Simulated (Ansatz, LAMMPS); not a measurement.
**Electronic structure of liquid mixture of sulfolane and H2O at 340 K (192 atoms)**

Aim: energy, forces, charges and density of states of liquid mixture of sulfolane and H2O at 340 K (192 atoms) at a fixed geometry.

Main program and level: Ansatz 0.2.0; Kohn-Sham DFT, PBEsol, PAW (set soft_2), plane waves.

### 1. Starting point

The cell holds 192 atoms: 28 O, 12 S, 48 C and 104 H. Its edges and angles: a = 12.778 Å, b = 12.778 Å, c = 12.778 Å, α = 90.0°, β = 90.0°, γ = 90.0°. 12 sulfolane, 4 H2O placed at random, at 1.21 g/cm³; overlaps pushed apart, then 10 ps at 450 K with MMFF94 bonds, angles, torsions, charges and radii (Halgren, J. Comput. Chem. 17, 490 (1996)) in harmonic and 12-6 forms; SPC/E water (Berendsen, Grigera and Straatsma, J. Phys. Chem. 91, 6269 (1987)). Snapshot after 20 ps at 340 K and fixed volume.

Before any run, some limits are plain. The network of contacts between molecules at the start is that of the classical potential that made the cell, and needn't be the one that DFT or experiment would give. The functional has no dispersion term, which matters for the binding between molecules or layers. The density was typed from a rule of thumb and may lie off the real one at this temperature. The Brillouin zone is sampled at Γ only, in a cell whose shortest periodic width is 13 Å.

### 2. The classical run that made the cell

A classical potential supplies the starting structure, since it reaches far longer times than DFT.

This step: classical MD, MMFF94 bonds, angles, torsions, charges and radii (Halgren, J. Comput. Chem. 17, 490 (1996)) in harmonic and 12-6 forms; SPC/E water (Berendsen, Grigera and Straatsma, J. Phys. Chem. 91, 6269 (1987)) (LAMMPS 22 Jul 2025 - Update 4).

The input, in.lmp:

```
# liquid mixture of sulfolane and H2O
units real
atom_style full
boundary p p p
bond_style harmonic
angle_style harmonic
dihedral_style opls
improper_style harmonic
special_bonds lj 0 0 0.5 coul 0 0 0.75
read_data data.lmp
neigh_modify delay 0 every 1 check yes one 4000
comm_modify cutoff 12.0
timestep 0.5
thermo_style custom step time temp pe press density
thermo_modify norm yes
# push overlapping molecules apart
pair_style soft 2.6
pair_coeff * * 0.0
variable a equal ramp(1,60)
fix ad all adapt 1 pair soft a * * v_a
velocity all create 450 5276 mom yes dist gaussian
fix lim all nve/limit 0.03
fix lan all langevin 450 450 50 5277 zero yes
thermo 1000
run 3000 post no
unfix ad
pair_style lj/cut/coul/long 9.0
pair_modify mix arithmetic tail yes
pair_coeff 1 1 0.0763 3.0960   # O
pair_coeff 2 2 0.2681 3.4180   # S
pair_coeff 3 3 0.0678 3.3680   # C
pair_coeff 4 4 0.0216 2.5400   # H
pair_coeff 5 5 0.1553 3.1660   # O
pair_coeff 6 6 0.0000 1.0000   # H
# [... 19 lines left out ...]
compute msd all msd com yes
thermo 5000
fix md all nvt temp 340 340 100
run 20000 post no
print "== T340: mean square displacement over the hold $(c_msd[4]:%.2f) A^2"
unfix md
uncompute msd
write_dump all custom T340.dump id type xs ys zs modify sort id
```

Run with:

```bash
$ lmp -in in.lmp -log none -nocite
```

Numbers of over 12 decimals in the logs are rounded to 6 here.

Log:

```text
LAMMPS (22 Jul 2025 - Update 4)
Reading data file ...
  orthogonal box = (0 0 0) to (12.77814 12.77814 12.77814)
  192 atoms
  orthogonal box = (0 0 0) to (12.77814 12.77814 12.77814)
  188 bonds
  364 angles
  492 dihedrals
   Step          Time           Temp          PotEng         Press         Density
         0   0              450            0.41288055    -1081.1605      1.2049997
      1000   500            425.49429      1.5489272      23868.056      1.2049997
      2000   1000           431.05643      1.5403104      22368.547      1.2049997
      3000   1500           433.25676      1.4653534      21867.97       1.2049997
[... 29 lines left out ...]
Loop time of 6.81754 s on 1 MPI rank(s) for 10000 steps with 192 atoms
   Step          Time           Temp          PotEng         Press         Density
[... 4 lines left out ...]
Loop time of 3.35424 s on 1 MPI rank(s) for 5000 steps with 192 atoms
   Step          Time           Temp          PotEng         Press         Density
[... 2 lines left out ...]
     25000   24000          346.51039     -0.24174428    -6583.7682      1.2049997
     30000   29000          348.96169     -0.19712364     3231.4633      1.2049997
     35000   34000          341.80005     -0.17941389     6563.7315      1.2049997
     37000   36000          337.56018      0.038097547   -1255.319       1.2049997
Loop time of 13.3084 s on 1 MPI rank(s) for 20000 steps with 192 atoms
== T340: mean square displacement over the hold 6.00 A^2
```

The job ended after 26 s (1 thread of Arm Neoverse V2, shared host; peak memory 0.13 GiB).

The input also reads data.lmp (atoms, bonds and types; not printed here).

### 3. Plane-wave single point

One self-consistent run at the given positions yields energy and forces.

The input, input.yaml:

```yaml
crystal:
  lattice:
    - [12.77814, 0.0, 0.0]
    - [0.0, 12.77814, 0.0]
    - [0.0, 0.0, 12.77814]
  atoms:
    - { symbol: O, position: [0.6261, 0.46089, 0.92834] }
    - { symbol: S, position: [0.72681, 0.40902, 0.93474] }
    - { symbol: O, position: [0.79588, 0.40097, 0.84476] }
    - { symbol: C, position: [0.71418, 0.27904, 0.99038] }
    - { symbol: C, position: [0.76088, 0.29491, 0.10312] }
    - { symbol: C, position: [0.76098, 0.41534, 0.13389] }
    - { symbol: C, position: [0.79186, 0.46909, 0.03733] }
    - { symbol: H, position: [0.63225, 0.2534, 0.99172] }
    - { symbol: H, position: [0.75688, 0.23023, 0.93297] }
    - { symbol: H, position: [0.84173, 0.2758, 0.08143] }
    - { symbol: H, position: [0.73522, 0.23812, 0.16544] }
    - { symbol: H, position: [0.67991, 0.442, 0.14738] }
    - { symbol: H, position: [0.81611, 0.42546, 0.19662] }
    - { symbol: H, position: [0.87594, 0.47212, 0.02456] }
    - { symbol: H, position: [0.75918, 0.55261, 0.0325] }
    - { symbol: O, position: [0.32837, 0.75876, 0.28184] }
    - { symbol: S, position: [0.33127, 0.8517, 0.34356] }
    - { symbol: O, position: [0.26805, 0.94486, 0.32313] }
    - { symbol: C, position: [0.46857, 0.87475, 0.34612] }
    - { symbol: C, position: [0.49603, 0.87829, 0.46024] }
    - { symbol: C, position: [0.42559, 0.78741, 0.50482] }
    - { symbol: C, position: [0.31891, 0.8099, 0.47363] }
    - { symbol: H, position: [0.50744, 0.81105, 0.30842] }
    - { symbol: H, position: [0.50032, 0.94026, 0.30947] }
    - { symbol: H, position: [0.47181, 0.94925, 0.49853] }
    - { symbol: H, position: [0.58027, 0.87468, 0.47799] }
    - { symbol: H, position: [0.44691, 0.71691, 0.46092] }
    - { symbol: H, position: [0.4437, 0.76734, 0.58874] }
    - { symbol: H, position: [0.27444, 0.86511, 0.51886] }
    - { symbol: H, position: [0.27798, 0.73394, 0.47642] }
    - { symbol: O, position: [0.83272, 0.91655, 0.49793] }
    - { symbol: S, position: [0.90526, 0.99931, 0.53274] }
    [... 154 atom lines left out ...]
    - { symbol: O, position: [0.42454, 0.29664, 0.96749] }
    - { symbol: H, position: [0.47292, 0.24013, 0.94318] }
    - { symbol: H, position: [0.41976, 0.35226, 0.91265] }
    - { symbol: O, position: [0.17905, 0.79638, 0.71282] }
    - { symbol: H, position: [0.24048, 0.7485, 0.70512] }
    - { symbol: H, position: [0.1918, 0.84581, 0.77214] }
kpoints:
  mp_grid: { grid: [1, 1, 1] }
hamiltonian:
  xc: pbesol
scf:
  occupations: { method: gaussian, width: 0.025 }
output:
  forces: true
  stress: true
  populations: intrinsic
  dos:
    method: { smearing: { sigma: 0.15 } }
    de: 0.1
    projected: { site_lists: { C: [C], H: [H], O: [O], S: [S] } }
  eigenvalues: true
  write_density: true
  write_potential: true
  volumetric_format: npy
```

Run with:

```bash
$ ansatz run input.yaml --threads 8 --pin off --max-ram 15872MiB --backend cpu --events-out ev --progress --plain --runs-dir out
```

Log:

```text
Engine: ansatz 0.2.0, aarch64-unknown-linux-gnu
Pseudopotentials: kind: paw
Pseudopotential: O, paw, valence charge 6, recommended cutoff 420 eV (normal), O.paw.azcp
Pseudopotential: S, paw, valence charge 6, recommended cutoff 420 eV (normal), S.paw.azcp
Pseudopotential: C, paw, valence charge 4, recommended cutoff 420 eV (normal), C.paw.azcp
Pseudopotential: H, paw, valence charge 1, recommended cutoff 420 eV (normal), H.paw.azcp
Functional definition: PBEsol
  exchange = pbesol_x
  correlation = pbesol_c
Crystal: 192 atoms, lattice volume = 2086.426 Å³
Basis set: ecut = 420 eV, 40651 PW (Γ), exchange–correlation on 180×180×180 points (8 copies of the dense FFT grid, shifted against one another)
Bands: 460, of which v1, the nominal top of the filled ones, is band 268 counted from 1 (267 counted from 0)
Symmetry: 1 space group operations
Space group: P1 (ITA 1), of the structure as read, at distance tolerance 1.3e-4 Å
k-points: 1
Non-local potential: O, projectors of the file, l = 0: 2, l = 1: 2, l = 2: 1
Non-local potential: S, projectors of the file, l = 0: 2, l = 1: 2, l = 2: 2
Non-local potential: C, projectors of the file, l = 0: 2, l = 1: 2, l = 2: 1
Non-local potential: H, projectors of the file, l = 0: 2, l = 1: 1
PAW form: soft (Blöchl's): semilocal exchange-correlation on the pseudo side does not see the compensation charge
PAW frozen core: O, regenerated for the run's functional, and the local potential with it (the file was generated under x = pbe(κ = 0.804, μ = 0.219515), c = pbe(β = 0.066725))
PAW frozen core: S, regenerated for the run's functional, and the local potential with it (the file was generated under x = pbe(κ = 0.804, μ = 0.219515), c = pbe(β = 0.066725))
PAW frozen core: C, regenerated for the run's functional, and the local potential with it (the file was generated under x = pbe(κ = 0.804, μ = 0.219515), c = pbe(β = 0.066725))
PAW one-centre angular grid: O, 110 points (default); XC on 64 Gauss nodes
PAW one-centre angular grid: S, 110 points (default); XC on 64 Gauss nodes
PAW one-centre angular grid: C, 110 points (default); XC on 64 Gauss nodes
PAW one-centre angular grid: H, 110 points (default); XC on 64 Gauss nodes
Initial density: superposition of atomic densities (neutral atoms: chi_scale 0, normalization atom), corrected by the library's trained network
Initial wavefunctions: pseudopotential atomic-orbital guess
Functional: x = pbesol(κ = 0.804, μ = 0.123457), c = pbesol(β = 0.046)
SCF iter   1: F=—  HF=-39784.131389 eV  |F-HF|=—  |Δ(HF+E_count)|=         —  Δρ=5.96e-3  dr2=8.07e-1  ethr=1.77e-3  ⟨swp⟩=7.0  Hψ=2251  notcnv=0  defer=69
preconditioner: auto → Resta (q_TF=auto, 2.175 Å⁻¹)  ε∞=2.5  [insulator: Δε(μ)=4.881 eV  Ē_g=15.116 eV  σ=0.025 eV  W_gap=1.00  n_scr=364 (ndim 8)  ℏωp=18.4 eV  f_vac=0.251  D(μ)=0.00/eV (n_scr^D=0)  ε∞_Penn≈2.5]
SCF iter   2: F=—  HF=-39783.953462 eV  |F-HF|=—  |Δ(HF+E_count)|=   1.78e-1  Δρ=3.35e-3  dr2=2.04e-1  ethr=1.51e-4  ⟨swp⟩=2.0  Hψ=614  notcnv=0  defer=185
SCF iter   3: F=—  HF=-39783.956324 eV  |F-HF|=—  |Δ(HF+E_count)|=   2.86e-3  Δρ=1.82e-3  dr2=7.61e-2  ethr=3.81e-5  ⟨swp⟩=3.0  Hψ=555  notcnv=0  defer=185
SCF iter   4: F=—  HF=-39783.945082 eV  |F-HF|=—  |Δ(HF+E_count)|=   1.12e-2  Δρ=5.23e-4  dr2=6.48e-3  ethr=1.42e-5  ⟨swp⟩=2.0  Hψ=550  notcnv=0  defer=185
SCF iter   5: F=—  HF=-39783.946212 eV  |F-HF|=—  |Δ(HF+E_count)|=   1.13e-3  Δρ=2.49e-4  dr2=1.65e-3  ethr=1.21e-6  ⟨swp⟩=2.0  Hψ=801  notcnv=0  defer=185
SCF iter   6: F=—  HF=-39783.946696 eV  |F-HF|=—  |Δ(HF+E_count)|=   4.84e-4  Δρ=1.43e-4  dr2=4.10e-4  ethr=3.08e-7  ⟨swp⟩=2.0  Hψ=542  notcnv=0  defer=185
SCF iter   7: F=—  HF=-39783.946725 eV  |F-HF|=—  |Δ(HF+E_count)|=   2.96e-5  Δρ=3.71e-5  dr2=3.29e-5  ethr=7.66e-8  ⟨swp⟩=2.0  Hψ=543  notcnv=0  defer=185
SCF iter   8: F=—  HF=-39783.947051 eV  |F-HF|=—  |Δ(HF+E_count)|=   3.25e-4  Δρ=2.19e-5  dr2=8.67e-6  ethr=6.14e-9  ⟨swp⟩=2.0  Hψ=543  notcnv=0  defer=185
SCF iter   9: F=—  HF=-39783.947052 eV  |F-HF|=—  |Δ(HF+E_count)|=   1.54e-6  Δρ=6.31e-6  dr2=8.51e-7  ethr=1.62e-9  ⟨swp⟩=2.0  Hψ=541  notcnv=0  defer=185
SCF iter  10: F=—  HF=-39783.947053 eV  |F-HF|=—  |Δ(HF+E_count)|=   7.42e-7  Δρ=2.81e-6  dr2=1.69e-7  ethr=1.59e-10  ⟨swp⟩=2.0  Hψ=537  notcnv=0  defer=185
SCF iter  11: F=-39783.947053 eV  HF=-39783.947053 eV  |F-HF|=1.50e-8  |Δ(HF+E_count)|=   9.21e-8  Δρ=1.67e-6  dr2=5.55e-8  ethr=1.87e-11  ⟨swp⟩=21.0  Hψ=3925  notcnv=0
SCF 1 converged in 11 iterations: F = -39783.947053 eV  dr2 = 5.55e-8
  greatest PAW one-centre occupation: 0.881 electrons in one spin orbital (limit 2), on the O atom at site 15 (counted from 0), in its partial waves of l = 0
WARN: The input density's exchange-correlation potential varies sharply where the density is thin. Do not read a vacuum level from v_tot or v_xc, or from such a field of the output density. On a cell that repeats whose density bears no net charge and no dipole along the vacuum's axis use v_es (v_loc + v_h of the components); [...]
SCF converged after 11 iterations
Free energy (F): -39783.947053 eV
Harris-Foulkes:  -39783.947053 eV  (|F-HF|=1.50e-8)
Internal energy: -39783.947053 eV  (E = F + TS)
E sigma→0 (E₀):  -39783.947053 eV
Fermi energy:    1.920200 eV
--- Per-component energies (eV) ---
  E_band       = -4070.369049
  E_kinetic    = 12155.008509
  E_local      = -39889.234709  (includes V_loc(G=0)·N_el)
  E_nonlocal   = 3160.021752
  E_hartree    = 14860.409653
  E_xc         = -6421.909089
  E_vxc        = -7731.418543  (∫ρ·V_xc dr)
  E_paw        = -15930.331308  (= ΣΔE_a)
  E_vpaw       = -1485.492655  (= ΣTr[D̂ρ^β])
  E_aug_tail   = -0.069375  (compensation charges beyond the density's cutoff)
  E_ewald      = -7720.586763
  E_core_change = 2.744277  (= ΣΔE_core)
  E_smearing   = -0.000000  (= −TS)
  E_closure    = -0.000000  (closes the sum)
  Σ components = -39783.947053   (vs F -39783.947053, Δ=0.00e0)
--- Forces (eV/Å), atoms counted from 1 ---
  atom   1  O     -0.43861103     0.19237147    -0.47333147
  atom   2  S     -0.19824290    -1.07296364    -0.34057684
  atom   3  O     -0.10286542     0.24452457    -0.55535701
  atom   4  C     -0.52253438     0.52056173     0.87576417
  atom   5  C      0.53912414     0.06906377    -0.80024951
  atom   6  C     -1.47692942    -2.20631844    -0.66951688
  atom   7  C      0.39471475     2.66961673    -0.08733850
  atom   8  H     -0.10811167     0.33213965    -0.15123052
  atom   9  H      0.08947730    -0.08856198     0.63626797
  atom  10  H      0.54809442    -0.08190284     0.91178498
  atom  11  H      0.01258602     0.70126157    -0.78239400
  atom  12  H      0.17524379    -0.23142606     0.88416291
  atom  13  H      0.04675706     0.37320475     0.76170173
  atom  14  H      0.38912019    -0.09033388    -0.26301498
[...]
atom 191  H     -0.88037802     0.83761674     0.61856916
  atom 192  H      0.13533991    -1.05125481    -0.46529821
  max |Σ_I F_I| component: 8.88e-5 eV/Å
--- Stress (GPa, compression-positive) ---
        3.218411       0.316289       0.273001
        0.316289       1.540649      -0.345764
        0.273002      -0.345764       3.474126
  P = ⅓ Tr σ = 2.7444 GPa (27.444 kbar)
--- Band table (eV) ---
  k-point 0: bands = ["-22.7869", "-22.6547", "-22.6489", "-22.5970", [... 444 levels ...], "11.1140", "11.1645", "11.1672", "11.1990", "11.2396", "11.2615", "11.2785", "11.3174", "11.3588", "11.3863", "11.4124", "11.4626"]
--- intrinsic populations: 192 sites ---
  site symbol       q [e]
     0      O      6.9137
     1      S      3.9516
     2      O      6.9246
[...]
191      H      0.6191
  spilling = 0.000000 (of n_electrons = 536.000000)
```

Wall time 21 s (8 threads of Arm Neoverse V2, shared host); peak memory 2.9 GiB; 2.6 min of CPU time.

In the SCF lines HF is the Harris–Foulkes energy and dr2 the Hartree energy of the density residual, in eV; the loop may stop once dr2 is under the threshold and the program's other checks hold. Hψ counts applications of the Hamiltonian.

The program notes that the exchange-correlation potential is rough where the density is thin.

Numbers from this run:

```
free energy                                      : -39783.9471 eV
free energy per atom                             : -207.2081 eV/atom
SCF cycles                                       : 11
pressure                                         : 2.744 GPa
r.m.s. force component                           : 0.9803 eV/Å
longest force                                    : 4.846 eV/Å
Fermi energy                                     : 1.92 eV
gap (highest filled to lowest empty level) : 4.747 eV
```

Neighbours are counted within 1.34 Å (H-C), 1.21 Å (H-O), 1.85 Å (C-C), 2.21 Å (C-S), 1.88 Å (O-S).

Length of the force by element and coordination:

```csv
element,coordination,atoms,mean length of the force (eV/Å),spread,least,most
C,all,48,2.23,1.06,0.298,4.85
H,all,104,1.11,0.720,0.132,4.3
O,all,28,1.00,0.478,0.130,2.39
O,1,24,1.09,0.451,0.531,2.39
O,2,4,0.475,0.231,0.130,0.763
S,all,12,1.82,0.481,1.00,2.68
```

Intrinsic-atomic-orbital charges by element and coordination:

```csv
element,coordination,atoms,mean charge (e),spread,least,most
C,all,48,-0.454,0.125,-0.626,-0.304
H,all,104,0.213,0.0505,0.153,0.395
O,all,28,-0.894,0.0302,-0.927,-0.814
O,1,24,-0.905,0.0123,-0.927,-0.880
O,2,4,-0.826,0.0114,-0.843,-0.814
S,all,12,2.05,0.0279,2.00,2.10
```

Density of states as counts of states in windows of 1 eV (from the Fermi level), total and the larger projections:

```csv
from (eV),to (eV),total,C p,O p,H s,S p
-10,-9,29.3,12.7,5.9,4.7,3.0
-9,-8,37.6,14.5,9.3,6.2,3.5
-8,-7,68.5,26.8,18.2,11.3,6.7
-7,-6,31.9,15.8,6.8,6.1,1.7
-6,-5,60.5,35.1,10.3,12.7,0.4
-5,-4,62.5,16.2,35.0,8.3,0.3
-4,-3,57.5,12.3,37.0,5.6,0.4
-3,-2,11.9,2.3,8.8,0.4,0.0
-2,2,0.0,0.0,0.0,0.0,0.0
2,3,16.1,1.8,1.4,4.6,1.9
3,4,42.4,5.6,3.8,10.9,6.4
4,5,59.7,10.7,5.0,12.1,9.2
```

Between -25 and -10 eV lie 176 more states.

The levels nearest the highest filled one (over half full), pooled over k-points and spins:

```csv
level less the highest filled one (eV),occupation
-0.633,2
-0.518,2
-0.453,2
-0.357,2
-0.227,2
0,2
4.75,0
4.92,0
5.04,0
5.14,0
5.18,0
5.21,0
```

Electrostatic potential energy in the ac plane at fractional y = 0.005, with atoms of S and O and C and H within 0.2 Å of it. With pseudopotentials it is smooth inside the atoms' cores, unlike the true potential.

Values in eV, 13 rows by 16 columns, each cell a mean:
```
-33 -14  -5   2   4   5   5   5   5   5   5   4   5   5   3 -18
-22  -2   4   5   5   5   3   3   4   2   2   5   5   6   5   1
  2   4   5   4  -4  -4  -5  -8 -11 -23  -8   4   5   6   6   5
  6   5   5   5  -5 -31 -23  -3 -21 -23   3   5   6   6   3   4
  6   6   5   5   4 -11  -2   4   2  -1   4   5   5   4 -30 -21
  2   4   5   5   5   4   4   4   4   5   5   5   4  -9 -34 -18
-29  -6   4   6   6   5   5   3   4   5   5   5   4  -8 -29 -21
-19  -2   5   6   6   6   5   5   5   5   6   5   5   4   1  -2
  3   4   6   6   3   6   5   4   4   6   6   6   5   5   4   4
  5   5   6   6   6   6   6   5   5   5 -22 -11  -1   3   4   4
  5   5   5   3   5   6   6   6   6   5 -14 -33 -33  -3   4   5
  5   4  -2  -7   3   6   6   6   5   4   1 -17 -21  -1   5   5
  1  -4 -15 -13   3   6   6   6   5   4   4   3   4   5   4   0
```
Columns run along a (12.8 Å; values clipped at the 3rd and 97th percentile), rows up along c (12.8 Å). Atoms in or near the plane, at fractional coordinates: S at (0.91, 0.53), O at (0.92, 0.64), C at (0.02, 0.46), C at (0.03, 0.93), H at (0.95, 0.98), S at (0.75, 0.16), C at (0.56, 0.75), C at (0.36, 0.73), H at (0.61, 0.81).

[end of part 1 of 2]

[Logs are printed without paths, hosts, clocks, repeated set-up lines and the standing remarks that a program may print on its own settings, such as how far it seeks lower states.]

[Hosts, paths, dates, database ids (printed as entryN), source tags and the programs' standing remarks are cut or masked in the printed files.]

[The MMFF94 radii named for the starting cell were scaled by 0.96; in molecules described by MMFF94, hydrogen bound to N, O or S took a small fixed 12-6 site in their place.]
